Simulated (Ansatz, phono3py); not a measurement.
**Phonon transport in GaP (F-43m)**

Aim: the lattice thermal conductivity of GaP against temperature, and which phonons carry it.

Measurements to reproduce:
- thermal conductivity 100 W/m/K near room temperature (given in “Combining the AFLOW GIBBS and Elastic Libraries to efficiently and robustly screen thermo-mechanical properties of solids”, 2017, arXiv:1611.05714)

Program: Ansatz 0.2.0. Level of theory: DFT LDA, scalar-relativistic, plane waves, PAW; PAW set soft_1. Results are calculated unless marked as measured.

The experiments to compare with:

For GaP, zinc blende (literature value (Ref. 21), 300 K), “Temperature dependence of the optical phonon reflection band in GaP” (2021, arxiv:2105.06662) quotes earlier work: Raman mode (TO at Gamma) 367.3 cm⁻¹; infrared mode (TO at Gamma) 366.3 ± 0.3 cm⁻¹.

## (1) The structure

The structure is cubic, space group F-43m (No. 216). The conventional cell has a = 5.451 Å, b = 5.451 Å, c = 5.451 Å, α = 90.00°, β = 90.00°, γ = 90.00°. Ga has 4 P at 2.36 Å nearest. Nearest to P lie 4 Ga at 2.36 Å. Farther neighbours are not listed.

## (2) A first coarse run

Before spending time, one coarse run tells the gap and the pressure of the starting cell.

input.yaml reads:

```yaml
crystal:
  lattice:
    - [0.0, 2.72525, 2.72525]
    - [2.72525, 0.0, 2.72525]
    - [2.72525, 2.72525, 0.0]
  atoms:
    - { symbol: Ga, position: [0.0, 0.0, 0.0] }
    - { symbol: P, position: [0.25, 0.25, 0.25] }
kpoints:
  mp_grid: { grid: [6, 6, 6] }
hamiltonian:
  xc: lda
  pseudopotentials: { kind: paw, azcp: { folder: soft_1 }, xc_functional: pbe }
scf:
  occupations: { method: gaussian, width: 0.1 }
  lower_state_search: "off"
output:
  forces: true
  stress: true
  eigenvalues: true
```

The run is started by

```bash
> ansatz run input.yaml --threads 8 --pin off --max-ram 19456MiB --backend cpu --events-out ev --progress --plain --runs-dir out
```

Numbers of over 12 decimals in the logs are rounded to 6 here.

The program printed:

```text
Engine: ansatz 0.2.0, aarch64-unknown-linux-gnu
Pseudopotentials: kind: paw
Pseudopotential: Ga, paw, valence charge 13, recommended cutoff 420 eV (normal), soft_1/Ga.paw.azcp
Pseudopotential: P, paw, valence charge 5, recommended cutoff 420 eV (normal), soft_1/P.paw.azcp
Functional definition: SPW92
  exchange = slater_x
  correlation = pw_c
Crystal: 2 atoms, lattice volume = 40.481 Å³
Basis set: ecut = 420 eV, 749 PW (Γ)
Bands: 13, of which v1, the nominal top of the filled ones, is band 9 counted from 1 (8 counted from 0)
Symmetry: 24 space group operations
Space group: F-43m (ITA 216), of the structure as read, at distance tolerance 3.4e-5 Å
k-points: 16 of 216 (time reversal used)
Non-local potential: Ga, projectors of the file, l = 0: 2, l = 1: 2, l = 2: 3, l = 3: 1
Non-local potential: P, projectors of the file, l = 0: 2, l = 1: 2, l = 2: 1
PAW form: soft (Blöchl's): semilocal exchange-correlation on the pseudo side does not see the compensation charge
PAW frozen core: Ga, regenerated for the run's functional, and the local potential with it (the file was generated under x = pbe(κ = 0.804, μ = 0.219515), c = pbe(β = 0.066725))
PAW frozen core: P, regenerated for the run's functional, and the local potential with it (the file was generated under x = pbe(κ = 0.804, μ = 0.219515), c = pbe(β = 0.066725))
PAW one-centre angular grid: Ga, 590 points (default); XC on 64 Gauss nodes
PAW one-centre angular grid: P, 110 points (default); XC on 64 Gauss nodes
Initial density: superposition of atomic densities (chi_scale 0.1, normalization cell, long waves kept (reshape's long-wave potential 0.00 eV rms))
Initial wavefunctions: pseudopotential atomic-orbital guess
Functional: x = slater, c = lda
SCF iter   1: F=—  HF=-4433.931279 eV  |F-HF|=—  |Δ(HF+E_count)|=         —  Δρ=4.38e-2  dr2=6.47e-1  ethr=3.10e-3  ⟨swp⟩=6.3  Hψ=1410  notcnv=0
preconditioner: auto → none  [insulator: Δε(μ)=1.791 eV  Ē_g=15.370 eV  σ=0.100 eV  W_gap=1.00  n_scr=14 (ndim 8)  ℏωp=24.8 eV  f_vac=0.000  D(μ)=0.00/eV (n_scr^D=0)  ε∞_Penn≈3.6]
SCF iter   2: F=—  HF=-4433.761564 eV  |F-HF|=—  |Δ(HF+E_count)|=   1.70e-1  Δρ=2.00e-2  dr2=9.16e-2  ethr=3.10e-3  ⟨swp⟩=2.1  Hψ=413  notcnv=0
SCF iter   3: F=—  HF=-4433.747624 eV  |F-HF|=—  |Δ(HF+E_count)|=   1.39e-2  Δρ=5.16e-3  dr2=1.12e-2  ethr=5.09e-4  ⟨swp⟩=3.0  Hψ=414  notcnv=0
SCF iter   4: F=—  HF=-4433.743370 eV  |F-HF|=—  |Δ(HF+E_count)|=   4.25e-3  Δρ=2.20e-3  dr2=7.03e-4  ethr=6.24e-5  ⟨swp⟩=2.0  Hψ=414  notcnv=0
SCF iter   5: F=—  HF=-4433.743057 eV  |F-HF|=—  |Δ(HF+E_count)|=   3.14e-4  Δρ=5.09e-4  dr2=4.06e-5  ethr=3.91e-6  ⟨swp⟩=2.1  Hψ=328  notcnv=0
SCF iter   6: F=—  HF=-4433.743058 eV  |F-HF|=—  |Δ(HF+E_count)|=   1.14e-6  Δρ=3.11e-5  dr2=2.38e-7  ethr=2.26e-7  ⟨swp⟩=2.4  Hψ=263  notcnv=0
SCF iter   7: F=-4433.743058 eV  HF=-4433.743058 eV  |F-HF|=1.69e-9  |Δ(HF+E_count)|=   1.23e-7  Δρ=5.49e-6  dr2=6.00e-9  ethr=5.56e-10  ⟨swp⟩=6.4  Hψ=1071  notcnv=0
SCF 1 converged in 7 iterations: F = -4433.743058 eV  dr2 = 6.00e-9
  greatest PAW one-centre occupation: 0.994 electrons in one spin orbital (limit 2), on the Ga atom at site 0 (counted from 0), in its partial waves of l = 2
SCF converged after 7 iterations
Free energy (F): -4433.743058 eV
Harris-Foulkes:  -4433.743058 eV  (|F-HF|=1.69e-9)
Internal energy: -4433.743058 eV  (E = F + TS)
E sigma→0 (E₀):  -4433.743058 eV
Fermi energy:    7.578422 eV
--- Per-component energies (eV) ---
  E_band       = -64.616575
  E_kinetic    = 181.096766
  E_local      = -1680.758797  (includes V_loc(G=0)·N_el)
  E_nonlocal   = -57.412378
  E_hartree    = 1014.674485
  E_xc         = -135.394207
  E_vxc        = -117.888546  (∫ρ·V_xc dr)
  E_paw        = -2445.149591  (= ΣΔE_a)
  E_vpaw       = -418.998670  (= ΣTr[D̂ρ^β])
  E_aug_tail   = -0.000224  (compensation charges beyond the density's cutoff)
  E_ewald      = -1312.644944
  E_core_change = 1.845833  (= ΣΔE_core)
  E_smearing   = -0.000000  (= −TS)
  E_closure    = 0.000000  (closes the sum)
  Σ components = -4433.743058   (vs F -4433.743058, Δ=0.00e0)
--- Forces (eV/Å), atoms counted from 1 ---
  atom   1  Ga    -0.00000000     0.00000000    -0.00000000
  atom   2  P     -0.00000000     0.00000000     0.00000000
  max |Σ_I F_I| component: 3.35e-16 eV/Å
--- Stress (GPa, compression-positive) ---
       -2.724034       0.000000      -0.000000
        0.000000      -2.724034       0.000000
       -0.000000       0.000000      -2.724034
  P = ⅓ Tr σ = -2.7240 GPa (-27.240 kbar)
--- Band table (eV; the first three rows and the last of 16) ---
  k-point 0: bands = [... 5 lower, -5.6851, 6.8344, 6.8344, 6.8344, 8.4404, 10.6165, 10.6165, 10.6165]
  k-point 1: bands = [... 5 lower, -5.3290, 4.3912, 6.4569, 6.4569, 9.0776, 11.1694, 11.1694, 11.7129]
  k-point 2: bands = [... 5 lower, -4.3767, 1.5573, 5.9160, 5.9160, 8.5589, 11.5496, 11.5496, 14.2377]
  k-point 15: bands = [... 5 lower, -2.6127, 0.1313, 3.4142, 3.5207, 10.1776, 10.3585, 14.2491, 14.2728]
```

It took 0.89 s on 8 threads of Arm Neoverse V1, shared host; peak memory 0.29 GiB; 1.9 s of CPU time.

The column dr2 measures how far the density is from self-consistency, as an energy; F and HF (Harris–Foulkes) agree once it is small.

Numbers from this step:

* pressure: -2.724 GPa
* gap on the k-mesh: 1.491 eV
* volume per atom: 20.24 Å³/atom

The start is under -2.7 GPa at this level and looks like an insulator or semiconductor on this mesh.

## (3) Finding the static equilibrium

The vibrations must be taken about the equilibrium of this functional, not about the starting cell, so the structure is relaxed.

input.yaml, the sections that differ from step 2:

```yaml
kpoints:
  mp_grid: { grid: [8, 8, 8] }
scf:
  occupations: { method: gaussian, width: 0.02 }
  lower_state_search: "off"
output:
  forces: true
  stress: true
  eigenvalues: true
  write_density: true
  write_potential: true
  elf: true
  volumetric_format: npy
relax:
  adjacent_minimum: "off"
  f_tol: 0.005
  max_steps: 80
  cell: { stress_tol: 0.05 }
# crystal, hamiltonian: as in step 2
```

The program printed:

```text
[...]
Crystal: 2 atoms, lattice volume = 40.481 Å³
Basis set: ecut = 420 eV, 749 PW (Γ)
Bands: 13, of which v1, the nominal top of the filled ones, is band 9 counted from 1 (8 counted from 0)
Symmetry: 24 space group operations
[...]
k-points: 29 of 512 (time reversal used)
[...]
SCF iter   1: F=—  HF=-4433.942921 eV  |F-HF|=—  |Δ(HF+E_count)|=         —  Δρ=4.35e-2  dr2=6.36e-1  ethr=3.10e-3  ⟨swp⟩=6.3  Hψ=2610  notcnv=0
[...]
SCF iter   7: F=-4433.758506 eV  HF=-4433.758506 eV  |F-HF|=1.66e-9  |Δ(HF+E_count)|=   8.46e-8  Δρ=5.86e-6  dr2=6.81e-9  ethr=5.56e-10  ⟨swp⟩=10.5  Hψ=2967  notcnv=0
SCF 1 converged in 7 iterations: F = -4433.758506 eV  dr2 = 6.81e-9
[...]
relax step   1: F+E_penalty+E_count = -4433.75850600 eV  Δ(F+E_penalty+E_count) = +0.000e0 eV  max|allowed force component| = 1.550e-16 eV/Å  Δτ_max = 0.0000 Å  P = -2.743 GPa  Ω = 40.481 Å³  (7 SCF iters, dr2 threshold 1.00e-7 eV, accepted)
Crystal: 2 atoms, lattice volume = 39.562 Å³
[...]
iter 1 solved again at ethr=4.46e-6 eV; its pass at ethr=3.10e-3 eV (dr2=8.03e-4 eV) is discarded
[...]
SCF iter   5: F=-4433.769067 eV  HF=-4433.769067 eV  |F-HF|=1.04e-8  |Δ(HF+E_count)|=   1.73e-7  Δρ=1.40e-5  dr2=4.69e-8  ethr=1.11e-9  ⟨swp⟩=11.0  Hψ=3064  notcnv=0
SCF 2 converged in 5 iterations: F = -4433.769067 eV  dr2 = 4.69e-8
  Residual-converged pass: ⟨swp⟩=1.1  Hψ=497  notcnv=0  max |occ|·‖R‖ = 7.0e-9 eV (tolerance 1.0e-8 eV)  dr2=4.69e-8  dr2_onsite=1.67e-8  max |Δocc| = 0.0e0
relax step   2: F+E_penalty+E_count = -4433.76906728 eV  Δ(F+E_penalty+E_count) = -1.056e-2 eV  max|allowed force component| = 2.718e-17 eV/Å  Δτ_max = 0.0000 Å  P = -0.860 GPa  Ω = 39.562 Å³  energy of the carried Pulay correction = +1.152e-4 eV  (5 SCF iters, dr2 threshold 2.00e-7 eV, accepted)
Crystal: 2 atoms, lattice volume = 39.156 Å³
[...]
SCF iter   4: F=-4433.770154 eV  HF=-4433.770154 eV  |F-HF|=1.87e-7  |Δ(HF+E_count)|=   2.60e-7  Δρ=2.50e-5  dr2=1.22e-7  ethr=1.11e-9  ⟨swp⟩=12.1  Hψ=3404  notcnv=0
SCF 3 converged in 4 iterations: F = -4433.770154 eV  dr2 = 1.22e-7
[...]
relax step   3: F+E_penalty+E_count = -4433.77015352 eV  Δ(F+E_penalty+E_count) = -1.086e-3 eV  max|allowed force component| = 2.024e-17 eV/Å  Δτ_max = 0.0000 Å  P = +0.052 GPa  Ω = 39.156 Å³  energy of the carried Pulay correction = +1.669e-4 eV  (4 SCF iters, dr2 threshold 2.00e-7 eV, accepted)
[...]
relax step   4: F+E_penalty+E_count = -4433.77015442 eV  Δ(F+E_penalty+E_count) = -8.996e-7 eV  max|allowed force component| = 4.742e-17 eV/Å  Δτ_max = 0.0000 Å  P = +0.000 GPa  Ω = 39.178 Å³  energy of the carried Pulay correction = +1.640e-4 eV  (4 SCF iters, dr2 threshold 6.84e-9 eV, accepted)
[...]
SCF iter   1: F=—  HF=-4433.769990 eV  |F-HF|=—  |Δ(HF+E_count)|=         —  Δρ=3.13e-5  dr2=1.16e-7  ethr=1.39e-6  ⟨swp⟩=2.8  Hψ=3602  notcnv=0
eigensolver tolerance schedule: the retry pair's looser diagonalisation over-reported the residual by 2157.80 of it (diagonalisation noise at 31.45 of the residual, at the tolerance the schedule requests for it); recorded, not acted on — ethr = c·dr2/N_el stays at c = 1.0e-1
SCF iter   2: F=—  HF=-4433.769989 eV  |F-HF|=—  |Δ(HF+E_count)|=   9.00e-7  Δρ=2.54e-5  dr2=1.06e-7  ethr=6.45e-10  ⟨swp⟩=3.4  Hψ=797  notcnv=0
[...]
SCF iter   5: F=-4433.769989 eV  HF=-4433.769989 eV  |F-HF|=9.09e-13  |Δ(HF+E_count)|=  1.09e-11  Δρ=1.74e-7  dr2=5.16e-12  ethr=1.00e-12  ⟨swp⟩=7.9  Hψ=2213  notcnv=0
SCF 5 converged in 5 iterations: F = -4433.769989 eV  dr2 = 5.16e-12
relax step   5: F+E_penalty+E_count = -4433.76998868 eV  Δ(F+E_penalty+E_count) = +1.657e-4 eV  max|allowed force component| = 4.163e-17 eV/Å  Δτ_max = 0.0000 Å  P = -0.001 GPa  Ω = 39.178 Å³  stress off target by 1.12e-3 GPa  SCF on the basis re-selected at this cell (its energy is not comparable with the rows above)  (5 SCF iters)
basis re-selected at this cell: Δ(F+E_penalty+E_count) = +1.657e-4 eV, ΔP = -0.002 GPa vs the last step (what re-selecting the basis moved, of the pressure what is left beyond the Pulay correction that the steps carried, after the strain that the cell walked since its last selection, with what the two solves' SCF thresholds leave and, on support functions, any second-order correction that the steps lacked; it is no m [...]
SCF converged after 5 iterations
Free energy (F): -4433.769989 eV
[...]
Internal energy: -4433.769989 eV  (E = F + TS)
E sigma→0 (E₀):  -4433.769989 eV
Fermi energy:    7.961660 eV
[...]
--- Stress (GPa, compression-positive) ---
       -0.001124      -0.000000      -0.000000
       -0.000000      -0.001124       0.000000
       -0.000000       0.000000      -0.001124
  P = ⅓ Tr σ = -0.0011 GPa (-0.011 kbar)
--- Band table (eV; the first three rows and the last of 29) ---
  k-point 0: bands = [... 5 lower, -5.5218, 7.2465, 7.2465, 7.2465, 9.1264, 11.0243, 11.0243, 11.0243]
  k-point 1: bands = [... 5 lower, -5.3106, 5.5643, 7.0000, 7.0000, 9.7031, 11.3918, 11.3918, 11.6614]
  k-point 2: bands = [... 5 lower, -4.7103, 3.2370, 6.5427, 6.5427, 9.3482, 11.9111, 11.9111, 13.5939]
  k-point 28: bands = [... 5 lower, -2.2607, 0.4620, 3.4688, 3.6118, 11.8454, 12.1517, 13.2438, 13.3036]
--- Relaxed structure (4 steps of the walk, 4 accepted, 1 SCFs on fresh bases) ---
  F+E_penalty+E_count = -4433.76998868 eV   max|allowed force component| = 4.163e-17 eV/Å   (the final SCF, on the basis selected at the relaxed cell)
  cell:  # Å, volume = 39.1785 Å³
    - [0, 2.695706, 2.695706]
    - [2.695706, 0, 2.695706]
    - [2.695706, 2.695706, 0]
  atoms:
    - { symbol: Ga, position: [0, 0, 0] }
    - { symbol: P, position: [0.25, 0.25, 0.25] }
```

The job ended after 2 s (8 threads; peak memory 0.36 GiB).

Relaxation path:

| step | energy less that of the first step (eV) | largest force component (eV/Å) | pressure (GPa) | volume (Å³) |
| --- | --- | --- | --- | --- |
| 1 | 0.0000 | 0.0000 | -2.74 | 40.48 |
| 2 | -0.0106 | 0.0000 | -0.86 | 39.56 |
| 3 | -0.0116 | 0.0000 | 0.05 | 39.16 |
| 4 | -0.0116 | 0.0000 | 0.00 | 39.18 |
| 5* | -0.0115 | 0.0000 | 0.00 | 39.18 |

Relaxation steps marked * repeat the geometry before them on a plane-wave basis chosen anew for their cell, so energy and pressure can jump there.

Forces are held to the 24 operations that the run works with; a distortion that breaks them can't arise in this run.

| conventional cell, symmetrised | before | after | change |
| --- | --- | --- | --- |
| a (Å) | 5.451 | 5.391 | -1.1 % |
| b (Å) | 5.451 | 5.391 | -1.1 % |
| c (Å) | 5.451 | 5.391 | -1.1 % |
| volume (Å³/atom) | 20.24 | 19.59 | -3.2 % |

The relaxed structure:

```xyz
2
Lattice="0.0000 2.6957 2.6957 2.6957 0.0000 2.6957 2.6957 2.6957 0.0000" Properties=species:S:1:pos:R:3 pbc="T T T"
Ga    0.0000    0.0000    0.0000
P     1.3479    1.3479    1.3479
```

Numbers from this step:

```yaml
pressure: -0.001124 GPa
gap_on_the_k_mesh: 1.430 eV
volume_per_atom: 19.59 Å³/atom
```

Electrostatic potential energy in the ac plane of a cell with a along [110], b along [-110] and c along [001] of the cube at fractional y = 0.000, with atoms of Ga and P within 0.2 Å of it. With pseudopotentials it is smooth inside the atoms' cores, unlike the true potential.

Ten even steps from '_' (-42 eV) to '@' (28 eV), each cell a mean:
```
@@%%++**********++%%@@@@************++**@@
**++++++--::--++++++****++**==::::==**++**
******--______--**********++..____..++****
####**--______--**######**++..____..++**##
####**==..__..==**########**::____--**####
######**++==++**##########****====****####
##########**##################****########
##########################################
##########################################
##########################################
**##################****################**
++++**##########**++++++**############**++
%%**++**######**++**%%%%++**########**++%%
@@%%++**######**++@@@@@@##++########++##@@
```
Columns run along a (7.6 Å; values clipped at the 3rd and 97th percentile), rows up along c (5.4 Å), edges of the conventional cell, whose origin can differ from the input's. Atoms in or near the plane, at fractional coordinates: Ga at (0.50, 0.00), Ga at (0.00, 0.00), P at (0.75, 0.75), P at (0.25, 0.75).

Valence density in the ac plane of a cell with a along [110], b along [-110] and c along [001] of the cube at fractional y = 0.000, with atoms of Ga and P within 0.2 Å of it. It is the smooth field of the valence electrons, not physical close to the nuclei.

Ten steps, logarithmic in the rise over the least value, from '0' (0 e/Å³) to '9' (34 e/Å³), each cell a mean:
```
852111112587311111137
322222222233222222223
111221221111122112211
001210121000112012110
001121211000012222100
000112110000001111000
000001000000000110000
000000000000000000000
000000000000000000000
000000000000000000000
000000000000000000000
210000000121100000011
631000001365200000125
962100012698410000148
```
Columns run along a (7.6 Å), rows up along c (5.4 Å), edges of the conventional cell, whose origin can differ from the input's. Atoms in or near the plane, at fractional coordinates: Ga at (0.50, 0.00), Ga at (0.00, 0.00), P at (0.75, 0.75), P at (0.25, 0.75).

ELF in the ac plane of a cell with a along [110], b along [-110] and c along [001] of the cube at fractional y = 0.000, with atoms of Ga and P within 0.2 Å of it. It is the smooth field of the valence electrons, not physical close to the nuclei.

Values, 8 rows by 16 columns, each cell a mean:
```
0.10 0.29 0.66 0.78 0.75 0.75 0.41 0.13 0.10 0.29 0.66 0.78 0.75 0.75 0.41 0.13
0.29 0.61 0.83 0.39 0.22 0.75 0.74 0.36 0.29 0.61 0.83 0.39 0.22 0.75 0.74 0.36
0.15 0.46 0.67 0.42 0.35 0.62 0.58 0.22 0.15 0.46 0.67 0.42 0.35 0.62 0.58 0.22
0.03 0.14 0.43 0.64 0.67 0.52 0.23 0.05 0.03 0.14 0.43 0.64 0.67 0.52 0.23 0.05
0.03 0.03 0.08 0.16 0.18 0.11 0.04 0.03 0.03 0.03 0.08 0.16 0.18 0.11 0.04 0.03
0.16 0.11 0.05 0.02 0.02 0.03 0.08 0.15 0.16 0.11 0.05 0.02 0.02 0.03 0.08 0.15
0.25 0.24 0.15 0.05 0.04 0.11 0.22 0.25 0.25 0.24 0.15 0.05 0.04 0.11 0.22 0.25
0.09 0.19 0.30 0.33 0.32 0.32 0.24 0.08 0.09 0.19 0.30 0.33 0.32 0.32 0.24 0.08
```
Columns run along a (7.6 Å), rows up along c (5.4 Å), edges of the conventional cell, whose origin can differ from the input's. Atoms in or near the plane, at fractional coordinates: Ga at (0.50, 0.00), Ga at (0.00, 0.00), P at (0.75, 0.75), P at (0.25, 0.75).

The relaxation ends with a pressure of 0.00 GPa.

## (4) Tight relaxation

The thresholds are tightened for a last relaxation ahead of the phonons, and where mesh or smearing change with them the cell follows.

input.yaml reads:

```yaml
crystal:
  lattice:
    - [0.0, 2.6957056718, 2.6957056718]
    - [2.6957056718, 0.0, 2.6957056718]
    - [2.6957056718, 2.6957056718, 0.0]
  atoms:
    - { symbol: Ga, position: [0.0, 0.0, 0.0] }
    - { symbol: P, position: [0.25, 0.25, 0.25] }
kpoints:
  mp_grid: { grid: [9, 9, 9] }
hamiltonian:
  xc: lda
  pseudopotentials: { kind: paw, azcp: { folder: soft_1 }, xc_functional: pbe }
scf:
  occupations: { method: fixed }
  lower_state_search: "off"
output:
  forces: true
  stress: true
  eigenvalues: true
relax:
  adjacent_minimum: "off"
  f_tol: 0.001
  max_steps: 60
  cell: { stress_tol: 0.01 }
```

The program printed:

```text
[...]
Crystal: 2 atoms, lattice volume = 39.178 Å³
Basis set: ecut = 420 eV, 749 PW (Γ)
Bands: 13, of which v1, the nominal top of the filled ones, is band 9 counted from 1 (8 counted from 0)
Symmetry: 24 space group operations
[...]
k-points: 35 of 729 (time reversal used)
[...]
k-point 34: bands = [... 5 lower, -2.3889, 0.5580, 3.3228, 3.9885, 11.5359, 11.9547, 12.7667, 14.5226]
--- Relaxed structure (1 steps of the walk, 1 accepted, 1 SCFs on fresh bases) ---
[...]
cell:  # Å, volume = 39.1785 Å³
    - [0.0, 2.6957056718, 2.6957056718]
    - [2.6957056718, 0.0, 2.6957056718]
    - [2.6957056718, 2.6957056718, 0.0]
  atoms:
    - { symbol: Ga, position: [0.0, 0.0, 0.0] }
    - { symbol: P, position: [0.25, 0.25, 0.25] }
[key lines of the parts left out:]
SCF converged after 6 iterations
Free energy (F): -4433.771656 eV
Fermi energy:    7.245541 eV
P = ⅓ Tr σ = -0.0009 GPa (-0.009 kbar)
```

Wall time 1.6 s (8 threads); peak memory 0.35 GiB; 6.5 s of CPU time.

Little changed from the start: no atom moved by 0.005 Å and no cell edge by 0.1 %.

Numbers from this step:

```yaml
pressure: -9.03e-4 GPa
gap_on_the_k_mesh: 1.387 eV
```

The residual pressure is -9.0e-4 GPa, small enough for phonons.

[end of part 1 of 3]

[Logs are printed without paths, hosts, clocks, repeated set-up lines and the standing remarks that a program may print on its own settings, such as how far it seeks lower states.]

[Hosts, paths, dates, database ids (printed as entryN), source tags and the programs' standing remarks are cut or masked in the printed files.]

[A step with changed settings may run another functional than the one named; its input shows which.]
